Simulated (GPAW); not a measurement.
## Ballistic transport through a Na chain with one Cu atom in line, from relaxation to T(E)

Aim: the conductance of a Na chain with one Cu atom in line after relaxation, and whether geometry, basis or functional moves it most.

Method: GPAW LCAO, PAW setups; relaxation of the junction within the symmetry of its start, lead ends held, in the first sound run; inputs show where later runs differ, in GPAW 26.7.0.

## (1) Starting point

The cell holds 15 atoms: 14 Na and 1 Cu. Its edges and angles: a = 9.000 Å, b = 9.000 Å, c = 48.325 Å, α = 90.0°, β = 90.0°, γ = 90.0°. Regions: left lead, 7 atoms (7 Na); channel, 1 atom (1 Cu); right lead, 7 atoms (7 Na). Vacuum lies along a and b. The structure is stacked along c, and the current runs across the ab planes.

## (2) Relaxation

Transmission follows bond lengths closely, so the atoms between the held lead ends are relaxed first, within whatever symmetry the start has.

Contents of run.py:

```python
import json
from ase import Atoms
from ase.constraints import FixAtoms
from ase.optimize import BFGS
from gpaw import GPAW, FermiDirac

device = Atoms(
    ['Na', 'Na', 'Na', 'Na', 'Na', 'Na', 'Na', 'Cu', 'Na', 'Na', 'Na', 'Na', 'Na', 'Na', 'Na'],
    positions=[
        [4.50000, 4.50000, 1.65000],
        [4.50000, 4.50000, 4.95000],
        [4.50000, 4.50000, 8.25000],
        [4.50000, 4.50000, 11.55000],
        [4.50000, 4.50000, 14.85000],
        [4.50000, 4.50000, 18.15000],
        [4.50000, 4.50000, 21.45000],
        [4.50000, 4.50000, 24.16270],
        [4.50000, 4.50000, 26.87540],
        [4.50000, 4.50000, 30.17540],
        [4.50000, 4.50000, 33.47540],
        [4.50000, 4.50000, 36.77540],
        [4.50000, 4.50000, 40.07540],
        [4.50000, 4.50000, 43.37540],
        [4.50000, 4.50000, 46.67540]],
    cell=[[9.0, 0.0, 0.0], [0.0, 9.0, 0.0], [0.0, 0.0, 48.3254]],
    pbc=True)

device.set_constraint(FixAtoms([0, 1, 2, 3, 4, 5, 9, 10, 11, 12, 13, 14]))
device.calc = GPAW(mode='lcao', basis='dzp', xc='PBE', h=0.18,
                   kpts={'size': (1, 1, 2), 'gamma': True},
                   symmetry={'tolerance': 1e-3, 'extra_ids': [1, 1, 1, 1, 1, 1, 0, 0, 0, 1, 1, 1, 1, 1, 1]},
                   occupations=FermiDirac(0.1), maxiter=250,
                   mixer=dict(beta=0.1, nmaxold=8, weight=100.0),
                   convergence=dict(density=0.0001), txt='relax.txt')
path = []
opt = BFGS(device, maxstep=0.15)
opt.attach(lambda: path.append((device.get_potential_energy(), device.positions.tolist(), device.get_forces().tolist())))
relaxed = bool(opt.run(fmax=0.05, steps=50))
json.dump(dict(relaxed=relaxed, path=path, positions=device.positions.tolist(), moments=device.get_magnetic_moments().tolist(),
               forces=device.get_forces(apply_constraint=False).tolist()), open('result.json', 'w'))
```

Command:

```sh
> OMP_NUM_THREADS=1 OPENBLAS_NUM_THREADS=1 python run.py
```

The program printed:

```text
Step          Energy          fmax
BFGS:    0      -11.228412        0.050648
BFGS:    1      -11.228480        0.049019
```

The job ended after 3.1 min (1 thread of Arm Neoverse V1, shared host; peak memory 2.3 GiB).

Hardly anything moved in the relaxation; the energy changed by under 0.2 meV an atom.

The atoms hardly moved: the energy changed by under 0.1 meV. The largest force left on a free atom is 0.049 eV/Å.

## (3) GPAW, dzp

The script solves lead and junction separately, takes H and S in the orbital basis, and joins semi-infinite leads through their self-energies; the dzp basis is the working standard.

This step: GPAW LCAO, PAW setups; Landauer transmission from Green's functions with principal layers (ASE), zero bias (GPAW 26.7.0).

Contents of run.py:

```python
import json
import numpy as np
from ase import Atoms
from ase.transport.calculators import TransportCalculator
from gpaw import GPAW, FermiDirac
from gpaw.lcao.tools import get_lcao_hamiltonian
from scipy.linalg import eigh

# The junction with lead layers at both ends, along the third cell vector
device = Atoms(
    ['Na', 'Na', 'Na', 'Na', 'Na', 'Na', 'Na', 'Cu', 'Na', 'Na', 'Na', 'Na', 'Na', 'Na', 'Na'],
    positions=[
        [4.50000, 4.50000, 1.65000],
        [4.50000, 4.50000, 4.95000],
        [4.50000, 4.50000, 8.25000],
        [4.50000, 4.50000, 11.55000],
        [4.50000, 4.50000, 14.85000],
        [4.50000, 4.50000, 18.15000],
        [4.50000, 4.50000, 21.45072],
        [4.50000, 4.50000, 24.16270],
        [4.50000, 4.50000, 26.87468],
        [4.50000, 4.50000, 30.17540],
        [4.50000, 4.50000, 33.47540],
        [4.50000, 4.50000, 36.77540],
        [4.50000, 4.50000, 40.07540],
        [4.50000, 4.50000, 43.37540],
        [4.50000, 4.50000, 46.67540]],
    cell=[[9.0, 0.0, 0.0], [0.0, 9.0, 0.0], [0.0, 0.0, 48.3254]],
    pbc=True)

# One principal layer of the lead: the first 4 atoms of the device
lead = Atoms(
    ['Na', 'Na', 'Na', 'Na'],
    positions=[
        [4.50000, 4.50000, 1.65000],
        [4.50000, 4.50000, 4.95000],
        [4.50000, 4.50000, 8.25000],
        [4.50000, 4.50000, 11.55000]],
    cell=[[9.0, 0.0, 0.0], [0.0, 9.0, 0.0], [0.0, 0.0, 13.2]],
    pbc=True)

settings = dict(mode='lcao', basis='dzp', xc='PBE', h=0.2,
                occupations=FermiDirac(0.1), maxiter=250,
                mixer=dict(beta=0.1, nmaxold=8, weight=100.0),
                convergence=dict(density=0.0001))
energies = np.arange(-2, 2 + 1e-9, 0.025)
eta = 0.0001
n1, n2 = 1, 1
# k and -k transmit alike, so half of the mesh across the current serves
mesh = [(i, j) for i in range(n1) for j in range(n2) if (i, j) <= (-i % n1, -j % n2)]
weights = np.array([1 if (i, j) == (-i % n1, -j % n2) else 2 for i, j in mesh]) / (n1 * n2)

# [... helper functions left out ...]
fermi_lead = ground_state(lead, (1, 1, 9), 'lead.txt')
fermi_device = ground_state(device, (1, 1, 2), 'device.txt')
# [... loop over the mesh left out, but for ...]
        # Shift the lead onto the potential of the device's first layer
        shift = ((H[:, 0, 0] - H0[:, 0, 0]) / S0[0, 0]).real.mean()
# [...]
kT = 8.617333e-5 * 300
bias = [0.1, 0.2, 0.5, 1.0, 1.5, 2.0]
# [... integrals and printing left out ...]
```

The program printed:

```text
basis functions: device 253, principal layer 68
Fermi level: lead -2.4844 eV, device -2.5001 eV; lead shifted by 0.0016 eV
largest coupling past the next layer 4.16e-12 eV, largest misfit of the first layer 0.043 eV
  E-E_F (eV)   T (one spin)  channels
    -2.000    1.5564e-10    0.0000
    -1.975    1.5513e-10    0.0000
    -1.950    1.5457e-10    0.0000
    -1.925    1.5394e-10    0.0000
    -1.900    1.5321e-10    0.0000
    -1.875    1.5237e-10    0.0000
    -1.850    1.5137e-10    0.0000
    -1.825    1.5014e-10    0.0000
    -1.800    1.4858e-10    0.0000
    -1.775    1.4652e-10    0.0000
    -1.750    1.4361e-10    0.0000
    -1.725    1.3911e-10    0.0000
    -1.700    1.3123e-10    0.0000
    -1.675    1.1742e-10    0.0000
    -1.650    1.5402e-09    0.0000
    -1.625    2.2612e-10    0.0000
[...]
1.825    7.8454e-01    3.0000
     1.850    8.3697e-01    3.0000
     1.875    9.0144e-01    3.0000
     1.900    9.7644e-01    3.0000
     1.925    1.0578e+00    3.0000
     1.950    1.1401e+00    3.0000
     1.975    1.2182e+00    3.0000
     2.000    1.2878e+00    3.0000
conductance at 300 K: 0.56701 G0 a cell; thermopower -1.646 uV/K
current from the zero-bias T(E) at 0.1 V: 4.3883 uA
current from the zero-bias T(E) at 0.2 V: 8.7473 uA
current from the zero-bias T(E) at 0.5 V: 21.402 uA
current from the zero-bias T(E) at 1.0 V: 40.452 uA
current from the zero-bias T(E) at 1.5 V: 56.982 uA
current from the zero-bias T(E) at 2.0 V: 70.719 uA
```

The job ended after 1.7 min (1 thread; peak memory 1.7 GiB).

This step gave:

```yaml
conductance: 0.5670 G₀
thermopower: -1.646 μV/K
largest_coupling_past_the_next_principal_layer: 4.16e-12 eV
largest_misfit_of_the_first_principal_layer: 0.04270 eV
shift_that_aligns_the_lead: 0.001645 eV
basis_functions_of_the_junction: 253
basis_functions_of_a_principal_layer: 68
transmission_at_the_fermi_level_one_spin: 0.5688
open_channels_of_the_lead_at_the_fermi_level_one_spin: 1
```

One spin. Table of transmission, zone mean by energy, zero at the Fermi level:

```csv
energy (eV),"transmission, zone mean"
-2.000,1.6e-10
-1.900,1.5e-10
-1.800,1.5e-10
-1.700,1.3e-10
-1.600,1.9e-10
-1.500,1.7e-10
-1.400,1.6e-10
-1.300,1.5e-10
-1.200,1.5e-10
-1.100,1.4e-10
-1.000,1.0e-10
-0.900,0
-0.825,0.189
-0.800,0.0875
-0.700,0.177
-0.600,0.250
-0.500,0.320
-0.400,0.385
-0.300,0.449
-0.200,0.507
-0.100,0.548
0.000,0.569
0.100,0.574
0.200,0.573
0.300,0.575
0.400,0.583
0.500,0.598
0.600,0.618
0.700,0.639
0.800,0.660
0.900,0.679
1.000,0.696
1.100,0.711
1.200,0.724
1.300,0.734
1.400,0.739
1.500,0.739
1.600,0.732
1.700,0.714
1.800,0.742
1.900,0.976
2.000,1.29
```

Crossings of the lead's bands, unfolded to its shortest repeat. The open channels, zone mean by energy, zero at the Fermi level:

```csv
energy (eV),"open channels, zone mean"
-0.900,0
-0.800,1
-0.700,1
-0.600,1
-0.500,1
-0.400,1
-0.300,1
-0.200,1
-0.100,1
0.000,1
0.100,1
0.200,1
0.300,1
0.400,1
0.500,1
0.600,1
0.700,1
0.800,1
0.900,1
1.000,1
1.100,1
1.200,1
1.300,1
1.400,1
1.500,1
1.600,1
1.700,1
1.800,3
1.900,3
2.000,3
```

Not self-consistent under bias; the bias window is split evenly. Current through one cell, from the zero-bias transmission against bias:

```csv
bias (V),"current through one cell, from the zero-bias transmission (μA)"
0.100,4.39
0.200,8.75
0.500,21.4
1.000,40.5
1.500,57.0
2.000,70.7
```

Transmission of the three most open eigenchannels against energy, zero at the Fermi level:

```csv
energy (eV),channel 1,channel 2,channel 3
-1.000,7.6e-11,2.5e-11,0
-0.800,0.0875,0,0
-0.600,0.250,1.1e-10,1.7e-11
-0.400,0.385,1.2e-10,2.6e-11
-0.200,0.507,1.2e-10,2.6e-11
0.000,0.569,1.2e-10,2.5e-11
0.200,0.573,1.2e-10,2.3e-11
0.400,0.583,1.2e-10,2.1e-11
0.600,0.618,1.1e-10,1.9e-11
0.800,0.660,1.1e-10,1.6e-11
1.000,0.696,1.1e-10,1.4e-11
1.200,0.724,1.1e-10,1.1e-11
1.400,0.739,1.1e-10,8.9e-12
1.600,0.732,1.0e-10,6.5e-12
1.800,0.683,0.0294,0.0294
2.000,0.530,0.379,0.379
```

Couplings past the next layer reach 4.2e-12 eV, small enough to drop; the matrix elements of the cell's first layer differ from the bulk lead's by up to 0.043 eV. That layer keeps its own values in the calculation, and only beyond it is the lead taken as perfect. The Fermi levels of lead and junction count from different zeros of potential, one for each periodic cell; with both set to zero, the small remaining shift is what aligns them. By hand: G = 0.5670 × 77.48 μS = 43.9 μS, a resistance of 22.8 kΩ; at 0.1 V a linear junction would pass 4.39 μA, and the integral over the bias window gives 4.39 μA. Mott's formula, S = -(π²/3)(k_B²T/e) d ln T/dE, has the prefactor 7.33 μV/K·eV at 300 K; T = 0.5654 at -0.025 eV and 0.5712 at 0.025 eV give a slope of 0.202 per eV and S = -1.48 μV/K, beside -1.65 μV/K from the thermal integral, which interpolates the same grid.

## (4) GPAW, szp: basis = "szp(dzp)"

One radial function a shell plus polarisation makes the matrices smaller; the question is what that costs.

Edit run.py of step 3 so:

```diff
@@ -41,3 +41,3 @@
 
-settings = dict(mode='lcao', basis='dzp', xc='PBE', h=0.2,
+settings = dict(mode='lcao', basis='szp(dzp)', xc='PBE', h=0.2,
                 occupations=FermiDirac(0.1), maxiter=250,
```

The program printed:

```text
basis functions: device 149, principal layer 40
Fermi level: lead -2.5061 eV, device -2.5177 eV; lead shifted by -0.0006 eV
largest coupling past the next layer 4.06e-12 eV, largest misfit of the first layer 0.042 eV
  E-E_F (eV)   T (one spin)  channels
    -2.000    1.0819e-10    0.0000
    -1.975    1.0794e-10    0.0000
    -1.950    1.0768e-10    0.0000
    -1.925    1.0742e-10    0.0000
    -1.900    1.0716e-10    0.0000
    -1.875    1.0689e-10    0.0000
    -1.850    1.0661e-10    0.0000
    -1.825    1.0633e-10    0.0000
    -1.800    1.0603e-10    0.0000
    -1.775    1.0567e-10    0.0000
    -1.750    1.0375e-10    0.0000
    -1.725    1.0559e-10    0.0000
    -1.700    1.0518e-10    0.0000
    -1.675    1.0486e-10    0.0000
    -1.650    1.0456e-10    0.0000
    -1.625    1.0428e-10    0.0000
[...]
1.825    9.5289e-01    3.0000
     1.850    1.0687e+00    3.0000
     1.875    1.1911e+00    3.0000
     1.900    1.3151e+00    3.0000
     1.925    1.4357e+00    3.0000
     1.950    1.5484e+00    3.0000
     1.975    1.6492e+00    3.0000
     2.000    1.7350e+00    3.0000
conductance at 300 K: 0.58037 G0 a cell; thermopower -1.947 uV/K
current from the zero-bias T(E) at 0.1 V: 4.4919 uA
current from the zero-bias T(E) at 0.2 V: 8.9554 uA
current from the zero-bias T(E) at 0.5 V: 21.93 uA
current from the zero-bias T(E) at 1.0 V: 41.469 uA
current from the zero-bias T(E) at 1.5 V: 58.117 uA
current from the zero-bias T(E) at 2.0 V: 72.314 uA
```

Wall time 80 s (1 thread); peak memory 1.6 GiB.

Numbers from this step:

```
conductance                                    : 0.5804 G₀
thermopower                                    : -1.947 μV/K
largest coupling past the next principal layer : 4.06e-12 eV
largest misfit of the first principal layer    : 0.04178 eV
shift that aligns the lead                     : -5.78e-4 eV
basis functions of the junction                : 149
basis functions of a principal layer           : 40
transmission at the Fermi level (one spin)     : 0.5821
```

One spin. The transmission, zone mean by energy, zero at the Fermi level:

```csv
energy (eV),"transmission, zone mean"
-2.000,1.1e-10
-1.900,1.1e-10
-1.800,1.1e-10
-1.700,1.1e-10
-1.600,1.0e-10
-1.500,1.0e-10
-1.400,1.0e-10
-1.300,1.0e-10
-1.200,1.0e-10
-1.100,1.0e-10
-1.000,1.0e-10
-0.900,1.0e-10
-0.800,0.0392
-0.700,0.122
-0.600,0.237
-0.500,0.309
-0.400,0.383
-0.300,0.453
-0.200,0.515
-0.100,0.559
0.000,0.582
0.100,0.590
0.200,0.593
0.300,0.599
0.400,0.611
0.500,0.630
0.600,0.653
0.700,0.677
0.800,0.700
0.900,0.720
1.000,0.738
1.100,0.754
1.200,0.767
1.300,0.778
1.400,0.785
1.500,0.789
1.600,0.786
1.700,0.777
1.800,0.851
1.900,1.32
2.000,1.74
```

Crossings of the lead's bands, unfolded to its shortest repeat. Open channels, zone mean against energy, zero at the Fermi level:

```csv
energy (eV),"open channels, zone mean"
-1.000,0
-0.800,1
-0.600,1
-0.400,1
-0.200,1
0.000,1
0.200,1
0.400,1
0.600,1
0.800,1
1.000,1
1.200,1
1.400,1
1.600,1
1.800,3
2.000,3
```

Not self-consistent under bias; the bias window is split evenly. Current through one cell, from the zero-bias transmission against bias:

```csv
bias (V),"current through one cell, from the zero-bias transmission (μA)"
0.100,4.49
0.200,8.96
0.500,21.9
1.000,41.5
1.500,58.1
2.000,72.3
```

The transmission of the three most open eigenchannels by energy, zero at the Fermi level:

```csv
energy (eV),channel 1,channel 2,channel 3
-1.000,1.0e-10,0,0
-0.800,0.0392,2.9e-11,0
-0.600,0.237,1.6e-10,0
-0.400,0.383,9.1e-11,0
-0.200,0.515,8.4e-11,0
0.000,0.582,7.9e-11,0
0.200,0.593,7.5e-11,0
0.400,0.611,7.1e-11,0
0.600,0.653,6.6e-11,0
0.800,0.700,6.2e-11,0
1.000,0.738,5.7e-11,0
1.200,0.767,5.2e-11,0
1.400,0.785,4.6e-11,0
1.600,0.786,4.1e-11,0
1.800,0.757,0.0469,0.0469
2.000,0.649,0.543,0.543
```

The conductance, 0.580 G₀, lies 2.4 % above that of the dzp run.

## (5) GPAW, sz: basis = "sz(dzp)"

The minimal basis is the cheapest rung: no second zeta and no polarisation.

Edit run.py of step 4 so:

```diff
@@ -41,3 +41,3 @@
 
-settings = dict(mode='lcao', basis='szp(dzp)', xc='PBE', h=0.2,
+settings = dict(mode='lcao', basis='sz(dzp)', xc='PBE', h=0.2,
                 occupations=FermiDirac(0.1), maxiter=250,
```

The program printed:

```text
basis functions: device 104, principal layer 28
Fermi level: lead -2.4845 eV, device -2.4885 eV; lead shifted by -0.0010 eV
largest coupling past the next layer 4.26e-12 eV, largest misfit of the first layer 0.048 eV
  E-E_F (eV)   T (one spin)  channels
    -2.000    5.5040e-14    0.0000
    -1.975    5.4617e-14    0.0000
    -1.950    5.4109e-14    0.0000
[...]
1.975    1.5050e+00    3.0000
     2.000    1.5686e+00    3.0000
conductance at 300 K: 0.59425 G0 a cell; thermopower -1.012 uV/K
current from the zero-bias T(E) at 0.1 V: 4.5992 uA
current from the zero-bias T(E) at 0.2 V: 9.1688 uA
current from the zero-bias T(E) at 0.5 V: 22.442 uA
current from the zero-bias T(E) at 1.0 V: 42.34 uA
current from the zero-bias T(E) at 1.5 V: 58.846 uA
current from the zero-bias T(E) at 2.0 V: 72.404 uA
```

Run time: 75 s. Hardware: 1 thread; peak memory 1.5 GiB.

This step gave:

```yaml
conductance: 0.5942 G₀
largest_coupling_past_the_next_principal_layer: 4.26e-12 eV
largest_misfit_of_the_first_principal_layer: 0.04788 eV
shift_that_aligns_the_lead: -9.76e-4 eV
basis_functions_of_the_junction: 104
basis_functions_of_a_principal_layer: 28
transmission_at_the_fermi_level_one_spin: 0.5960
```

One spin. Table of transmission, zone mean by energy, zero at the Fermi level:

```csv
energy (eV),"transmission, zone mean"
-2.000,0
-1.800,0
-1.600,0
-1.400,0
-1.200,0
-1.000,0
-0.800,0.0548
-0.600,0.246
-0.400,0.416
-0.200,0.542
0.000,0.596
0.200,0.592
0.400,0.595
0.600,0.625
0.800,0.662
1.000,0.694
1.200,0.718
1.400,0.733
1.600,0.731
1.800,0.835
2.000,1.57
```

The conductance, 0.594 G₀, lies 4.8 % above that of the dzp run.

## (6) LDA in the dzp basis: xc = "LDA"

Back in the dzp basis, the functional changes from PBE to LDA, to set the spread between functionals beside that between bases.

Edit run.py of step 5 so:

```diff
@@ -41,3 +41,3 @@
 
-settings = dict(mode='lcao', basis='sz(dzp)', xc='PBE', h=0.2,
+settings = dict(mode='lcao', basis='dzp', xc='LDA', h=0.2,
                 occupations=FermiDirac(0.1), maxiter=250,
```

The program printed:

```text
basis functions: device 253, principal layer 68
Fermi level: lead -2.6222 eV, device -2.6457 eV; lead shifted by -0.0022 eV
largest coupling past the next layer 2.46e-11 eV, largest misfit of the first layer 0.044 eV
  E-E_F (eV)   T (one spin)  channels
    -2.000    1.5446e-10    0.0000
    -1.975    1.5392e-10    0.0000
    -1.950    1.5330e-10    0.0000
[...]
1.975    1.1024e+00    3.0000
     2.000    1.1825e+00    3.0000
conductance at 300 K: 0.57944 G0 a cell; thermopower -2.352 uV/K
current from the zero-bias T(E) at 0.1 V: 4.4842 uA
current from the zero-bias T(E) at 0.2 V: 8.9374 uA
current from the zero-bias T(E) at 0.5 V: 21.853 uA
current from the zero-bias T(E) at 1.0 V: 41.281 uA
current from the zero-bias T(E) at 1.5 V: 58.242 uA
current from the zero-bias T(E) at 2.0 V: 73.256 uA
```

Run time: 84 s. Hardware: 1 thread; peak memory 1.7 GiB.

This step gave:

```
conductance                                    : 0.5794 G₀
thermopower                                    : -2.352 μV/K
largest coupling past the next principal layer : 2.46e-11 eV
largest misfit of the first principal layer    : 0.04363 eV
shift that aligns the lead                     : -0.002182 eV
basis functions of the junction                : 253
basis functions of a principal layer           : 68
transmission at the Fermi level (one spin)     : 0.5813
```

One spin. Table of transmission, zone mean by energy, zero at the Fermi level:

```csv
energy (eV),"transmission, zone mean"
-2.000,1.5e-10
-1.800,1.5e-10
-1.600,1.7e-10
-1.400,1.6e-10
-1.200,1.5e-10
-1.000,1.0e-10
-0.800,0.485
-0.600,0.234
-0.400,0.377
-0.200,0.507
0.000,0.581
0.200,0.595
0.400,0.611
0.600,0.650
0.800,0.696
1.000,0.736
1.200,0.766
1.400,0.784
1.600,0.781
1.800,0.742
2.000,1.18
```

The conductance, 0.579 G₀, lies 2.2 % above that of the dzp run.

(Continued in part 2 of 2.)

[Logs are printed without paths, hosts, clocks, repeated set-up lines and the standing remarks that a program may print on its own settings, such as how far it seeks lower states.]

[Hosts, paths, dates, database ids (printed as entryN), source tags and the programs' standing remarks are cut or masked in the printed files.]
